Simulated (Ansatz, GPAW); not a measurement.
# Work function of a 9-layer slab of Pt(100) at several levels, part 3 of 3

Aim: the work function of both faces of a 9-layer slab of Pt(100), and its spread over functionals and bases.

GPAW 26.7.0 and Ansatz 0.2.0; Ansatz plane waves; slab in vacuum with a dipole correction, relaxation (the session's first sound run).

So far, upper work function (eV): step 2 (relaxation, PBE) 5.69; step 5 (self-consistent run: xc = "vdW-DF2", GPAW, PAW setups, GPAW) 5.94; step 6 (OptPBE vdW: xc = "optPBE-vdW", GPAW, PAW setups, GPAW) 5.80; step 7 (self-consistent run: xc = "LDA") 6.04; step 8 (self-consistent run: xc = "revPBE") 5.51.

**11. A second plane-wave code**

A second program with its own datasets checks the number independently.

This step: Ansatz plane waves; slab in vacuum with a dipole correction (Ansatz 0.2.0).

input.yaml reads:

```yaml
crystal:
  lattice:
    - [2.7718585823, 0.0, 0.0]
    - [0.0, 2.7718585823, 0.0]
    - [0.0, 0.0, 29.68]
  atoms:
    - { symbol: Pt, position: [0.0, 0.0, 0.2358490566] }
    - { symbol: Pt, position: [0.5, 0.5, 0.3018867925] }
    - { symbol: Pt, position: [0.0, 0.0, 0.3679245283] }
    - { symbol: Pt, position: [0.5, 0.5, 0.4339622642] }
    - { symbol: Pt, position: [0.0, 0.0, 0.5022960056] }
    - { symbol: Pt, position: [0.5, 0.5, 0.570508728] }
    - { symbol: Pt, position: [0.0, 0.0, 0.6385959416] }
    - { symbol: Pt, position: [0.5, 0.5, 0.7063899607] }
    - { symbol: Pt, position: [0.0, 0.0, 0.7725927552] }
kpoints:
  mp_grid: { grid: [11, 11, 1] }
hamiltonian:
  xc: pbe
scf:
  occupations: { method: fermi_dirac, width: 0.1 }
efield:
  axis: 3
  dipole_correction: true
  ramp_width: 0.05
output:
  forces: true
  write_potential: true
  write_density: true
  volumetric_format: npy
  elf: true
```

Launch:

```
ansatz run input.yaml --threads 4 --pin off --max-ram 8192MiB --backend cpu --events-out ev --progress --plain --runs-dir out
```

Numbers of over 12 decimals in the logs are rounded to 6 here.

The log of the run:

```text
[...]
Crystal: 9 atoms, lattice volume = 228.037 Å³
Basis set: ecut = 420 eV, 4543 PW (Γ), exchange–correlation on 40×40×400 points (8 copies of the dense FFT grid, shifted against one another)
Bands: 98, of which v1, the nominal top of the filled ones, is band 81 counted from 1 (80 counted from 0)
Symmetry: 8 space group operations
[...]
k-points: 21 of 121
[...]
SCF iter   1: F=—  HF=-112705.796810 eV  |F-HF|=—  |Δ(HF+E_count)|=         —  Δρ=2.06e-2  dr2=2.68e1  ethr=1.77e-3  p=-0.000 e·Å  D=-1.69e-5 V/Å  ΔV_dip=0.00 eV  dr2_dipole=6.91e-2  V_vac-E_F(+/−)=5.01/5.01 eV  ⟨swp⟩=7.3  Hψ=8408  notcnv=0  defer=37
[...]
SCF iter  10: F=-112705.586964 eV  HF=-112705.586964 eV  |F-HF|=5.43e-8  |Δ(HF+E_count)|=   7.95e-8  Δρ=4.27e-6  dr2=9.36e-8  ethr=6.17e-11  p=-0.000 e·Å  D=-2.95e-4 V/Å  ΔV_dip=0.01 eV  dr2_dipole=2.08e-8  V_vac-E_F(+/−)=5.69/5.68 eV  ⟨swp⟩=18.0  Hψ=18809  notcnv=0
SCF 1 converged in 10 iterations: F = -112705.586964 eV  dr2 = 9.36e-8
[...]
SCF converged after 10 iterations
Free energy (F): -112705.586964 eV
[...]
Internal energy: -112705.052739 eV  (E = F + TS)
E sigma→0 (E₀):  -112705.319851 eV
Entropy (-TS):   -0.534226 eV (-59.358 meV/atom)
Fermi energy:    11.573965 eV
Dipole field:    D = -0.000113 V/Å  (p = -0.000143 e·Å, saw-weighted, corrected)
Work function:   Φ+ = 5.6880 eV   Φ− = 5.6847 eV
[...]
--- Forces (eV/Å), atoms counted from 1 ---
  atom   1  Pt    -0.00000000     0.00000000    -0.08870991
  atom   2  Pt    -0.00000000     0.00000000    -0.30547492
  atom   3  Pt     0.00000000     0.00000000    -0.05646590
  atom   4  Pt     0.00000000     0.00000000     0.44247209
  atom   5  Pt     0.00000000     0.00000000     0.00522124
  atom   6  Pt     0.00000000     0.00000000     0.00047218
  atom   7  Pt     0.00000000     0.00000000     0.00297682
  atom   8  Pt     0.00000000     0.00000000    -0.01853989
  atom   9  Pt    -0.00000000     0.00000000     0.01803290
  max |Σ_I F_I| component: 1.54e-5 eV/Å
--- Band table (eV; the first three rows and the last of 21) ---
  k-point 0: bands = [... 77 lower, 10.9712, 11.1956, 11.1956, 11.2341, 11.4621, 11.4752, 11.6768, 11.6900, ... 13 higher]
  k-point 1: bands = [... 77 lower, 10.8059, 10.8947, 11.0385, 11.1067, 11.2661, 11.4481, 11.5404, 11.5925, ... 13 higher]
  k-point 2: bands = [... 77 lower, 10.6127, 10.6556, 10.8574, 11.1102, 11.2726, 11.4024, 11.5233, 11.7233, ... 13 higher]
  k-point 20: bands = [... 77 lower, 12.0277, 12.0626, 12.4539, 12.4722, 13.5202, 14.6436, 14.7159, 15.7021, ... 13 higher]
```

Wall time 21 s (4 threads of Arm Neoverse V1, shared host); peak memory 0.89 GiB; 84 s of CPU time.

Reading the cycles: dr2 is the Hartree energy of the density residual (eV), the measure of convergence; HF is the Harris–Foulkes estimate of the energy, which meets the free energy F at convergence.

This step gave:

- upper work function: 5.688 eV
- lower work function: 5.685 eV
- dipole along the normal: -1.43e-4 e·Å
- dipole field: -1.13e-4 V/Å
- vacuum level above: 17.26 eV
- vacuum level below: 17.26 eV

The electrostatic potential energy of an electron (with the applied field's), less the Fermi level, planar mean oscillates, so the rows of the table below give means over windows of 1.93 Å about each position, cut where the curve ends. Its maxima inside the range that stand out by 2 % of the span (Å: eV): 8.0: -2.82, 9.9: -3.07, 11.9: -3.09, 13.9: -2.24, 15.9: -2.19, 18.0: -2.19, 19.9: -2.60, 22.0: -2.64. Its minima: 7.0: -20.0, 8.9: -20.3, 11.0: -20.4, 12.9: -20.4, 14.8: -20.2, 16.9: -20.4, 19.0: -20.4, 20.9: -20.3, 22.9: -19.8.

Electrostatic potential energy of an electron (with the applied field's), less the Fermi level, planar mean against z; means over each step:

```tsv
z (Å)	electrostatic potential energy of an electron (with the applied field's), less the Fermi level, planar mean (eV)
0.96	5.68
2.90	5.68
4.83	5.27
6.76	-10.6
8.69	-12.2
10.62	-12.4
12.55	-12.3
14.48	-11.7
16.41	-11.6
18.34	-11.5
20.27	-11.6
22.20	-11.8
24.13	-0.470
26.06	5.66
27.99	5.69
```

The valence density, planar mean oscillates, so the rows of the table below give means over windows of 1.93 Å about each position, cut where the curve ends. Its maxima inside the range that stand out by 2 % of the span (Å: e/Å³): 7.0: 2.03, 8.9: 2.05, 11.0: 2.05, 12.9: 2.06, 14.8: 2.03, 16.9: 2.06, 19.0: 2.05, 20.9: 2.06, 22.9: 2.01. Its minima: 8.0: 0.446, 9.9: 0.444, 11.9: 0.446, 13.9: 0.405, 15.9: 0.404, 18.0: 0.404, 20.0: 0.421, 22.0: 0.442.

Table of valence density, planar mean by z; means over each step:

```tsv
z (Å)	valence density, planar mean (e/Å³)
2.90	8.1e-5
4.83	0.0187
6.76	1.13
8.69	1.20
10.62	1.20
12.55	1.20
14.48	1.17
16.41	1.16
18.34	1.15
20.27	1.15
22.20	1.18
24.13	0.377
26.06	0.00125
27.99	5.8e-6
```

Force by atom:

```tsv
atom	x (eV/Å)	y (eV/Å)	z (eV/Å)	size
Pt1	0.000	0.000	-0.089	0.089
Pt2	0.000	0.000	-0.305	0.305
Pt3	0.000	0.000	-0.056	0.056
Pt4	0.000	0.000	0.442	0.442
Pt5	0.000	0.000	0.005	0.005
Pt6	0.000	0.000	0.000	0.000
Pt7	0.000	0.000	0.003	0.003
Pt8	0.000	0.000	-0.019	0.019
Pt9	0.000	0.000	0.018	0.018
```

ELF in the ca plane at fractional y = 0.000, with atoms of Pt within 0.2 Å of it. It is the smooth field of the valence electrons, not physical close to the nuclei.

Ten even steps from '0' (0.00) to '9' (0.68), each cell a mean:
```
53222359998532223599985321236999853210000000
43323346875332233468853322234687643210000000
33333334543333333335433333333345432100000000
33343333443334433334433334333344432100000000
33333333443333333334433333333344432100000000
33333335664333333356643333334566543100000000
43222358997432223589974322235899753210000000
63212369999532123699995321247999853210000000
```
Columns run along c (16.0 Å, from fractional 0.40 to 0.94 of the cell), rows up along a (2.8 Å). Atoms in or near the plane, at fractional coordinates: Pt at (0.50, 0.00), Pt at (0.64, 0.00), Pt at (0.77, 0.00).

Electrostatic potential energy in the ca plane at fractional y = 0.000, with atoms of Pt within 0.2 Å of it. With pseudopotentials it is smooth inside the atoms' cores, unlike the true potential.

Ten even steps from '0' (-65 eV) to '9' (17 eV), each cell a mean:
```
79999962003799999620037999996100389999999999
89999985236899999852358999997423689999999999
99999998778999999987789999999877899999999999
99999999999999999999999999999999999999999999
99999998889999999988899999999888999999999999
89999986457899999864578999998645799999999999
79999973014899999730147999996201489999999999
69999961002799999610027999985100379999999999
```
Columns run along c (16.0 Å, from fractional 0.40 to 0.94 of the cell; values clipped at the 3rd and 97th percentile), rows up along a (2.8 Å). Atoms in or near the plane, at fractional coordinates: Pt at (0.50, 0.00), Pt at (0.64, 0.00), Pt at (0.77, 0.00).

Valence density in the ca plane at fractional y = 0.000, with atoms of Pt within 0.2 Å of it. It is the smooth field of the valence electrons, not physical close to the nuclei.

Values in units of 1e0 e/Å³, 5 rows by 16 columns, each cell a mean:
```
0.5 0.2 2.8 6.2 0.4 0.2 2.7 6.2 0.5 0.2 3.2 5.9 0.3 0.0 0.0 0.0
0.3 0.3 0.6 1.1 0.3 0.3 0.6 1.1 0.3 0.3 0.7 1.1 0.1 0.0 0.0 0.0
0.3 0.3 0.3 0.4 0.3 0.3 0.3 0.4 0.3 0.3 0.3 0.4 0.1 0.0 0.0 0.0
0.3 0.2 1.1 2.4 0.3 0.2 1.1 2.4 0.3 0.2 1.3 2.3 0.2 0.0 0.0 0.0
0.6 0.2 3.6 8.0 0.5 0.2 3.6 8.0 0.6 0.2 4.1 7.6 0.4 0.0 0.0 0.0
```
Columns run along c (16.0 Å, from fractional 0.40 to 0.94 of the cell), rows up along a (2.8 Å). Atoms in or near the plane, at fractional coordinates: Pt at (0.50, 0.00), Pt at (0.64, 0.00), Pt at (0.77, 0.00).

The upper face's work function is 5.688 eV, against 5.656 eV in the first plane-wave PBE run at this geometry.

**12. Side by side**

Results and costs are gathered.

This step: comparison of work functions, dipole and cost (GPAW 26.7.0).

Ladder, by row:

```tsv
step	code	work function, upper (eV)	work function, lower (eV)	dipole (e Å)	wall time (s)	peak memory (GiB)	threads
pw	GPAW	5.656	5.648	-3.63e-4	1257	0.38	1
RPBE	GPAW	5.49	5.482	-3.61e-4	1742	0.38	1
vdW-DF2	GPAW	5.937	5.927	-4.04e-4	2550	0.51	1
optPBE-vdW	GPAW	5.805	5.795	-3.81e-4	1202	0.51	1
LDA	GPAW	6.042	6.034	-3.09e-4	1221	0.38	1
revPBE	GPAW	5.511	5.502	-3.45e-4	1978	0.38	1
ansatz	Ansatz	5.688	5.685	-1.43e-4	21.48	0.893	4
```

**13. Outcome**

```json
{
  "work function, upper and lower face": "5.656 and 5.648 eV",
  "dipole along the normal": "-3.6e-4 e Å"
}
```

In words: With plane waves and PBE the work function is 5.66 eV on the upper face and 5.65 eV on the lower. The measured value for this face is 5.7 eV (as compiled in "Anisotropic work function of elemental crystals", 2019, arxiv:1902.07811); the relaxed upper face lies 0.044 eV under it with PBE, and PBE comes nearest (5.66 eV). Measured work functions scatter by a tenth of an eV or more between methods. The clean face reconstructs (W and Mo (100) only when cold), while this slab is an unreconstructed 1×1 cell, so the two are not the same surface. Over the sound runs of the table the upper face's work function spans 5.490 (RPBE) to 6.042 eV (LDA). The two plane-wave codes differ by 0.032 eV on the upper face. The small printed dipole stands for a step of 8.6 meV from the lower to the upper face, and the probes find 8.8 meV; values this small are near the numerical noise of both. The in-plane lattice was kept as typed, which isn't the functional's own and leaves some strain; spin-orbit coupling and temperature are left out.

[Logs are printed without paths, hosts, clocks, repeated set-up lines and the standing remarks that a program may print on its own settings, such as how far it seeks lower states.]

[Hosts, paths, dates, database ids (printed as entryN), source tags and the programs' standing remarks are cut or masked in the printed files.]
